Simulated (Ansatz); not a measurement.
# AlRu (Pm-3m): the Drude term of Re ε in the infrared

Re ε of AlRu (Pm-3m) at low photon energies is read from one computed spectrum; the carriers' damping was typed as γ = 0.1 eV.

Cell: a, b, c = 2.992, 2.992, 2.992 Å (primitive vectors), 2 atoms.

Method: Ansatz 0.2.0, PBE, independent particles, k-mesh 12×12×12 with interpolation inside its cells, Gaussian parameter 0.15 eV.

Launch of the response step: `ansatz run input.yaml --threads 4 --pin off --max-ram 8192MiB --backend cpu --events-out ev --progress --plain --runs-dir out`. The run took 8 s, on 4 threads of Intel(R) Xeon(R) 6975P-C (Granite Rapids), on a shared host.

| photon energy E (eV) | wavelength (µm) | Re ε |
| --- | --- | --- |
| 0.25 | 4.96 | -808.9 |
| 0.30 | 4.13 | ? |
| 0.35 | 3.54 | -456.6 |
| 0.40 | 3.10 | -360.9 |
| 0.50 | 2.48 | -238.2 |
| 0.60 | 2.07 | -165.3 |
| 0.70 | 1.77 | -119.3 |

A Drude term over a constant background gives Re ε = ε_b − ωp²/(E² + γ²), linear in 1/(E² + γ²).

Working, on the rows shown:

| x = 1/(E² + γ²) (eV⁻²) | y = Re ε |
| --- | --- |
| 13.7931 | -808.9 |
| 7.54717 | -456.6 |
| 5.88235 | -360.9 |
| 3.84615 | -238.2 |
| 2.7027 | -165.3 |
| 2 | -119.3 |

Means: x̄ = 5.9619, ȳ = -358.2. Σ(x − x̄)(y − ȳ) = -5514, Σ(x − x̄)² = 94.64. Slope = -5514 / 94.64 = -58.27; intercept = ȳ − slope · x̄ = -10.827. The line misses the rows shown by at most 8.1.

**Question.** Predict the last column of the withheld row from the fit.

**Answer.** At x = 10 the line gives y = -593.48. The run gave -594.9, so the interpolation is off by 1.4, 0.2 % of the range in the table.

Refitted with all rows, the slope is -58.31 and the intercept -10.734. These give ωp = √(−slope) = 7.64 eV, against 7.75 eV from the program's Fermi-surface sum, and an intercept of -10.7. Taking the program's Drude term off the rows leaves 19 at the lowest energy and 1 at the highest, so the background isn't constant: interband transitions lie in or near the window, and neither fitted number can be trusted. The values come from a sum over the points of one k-mesh and carry its error, which is largest for Fermi-surface quantities. Spin-orbit coupling is left out.
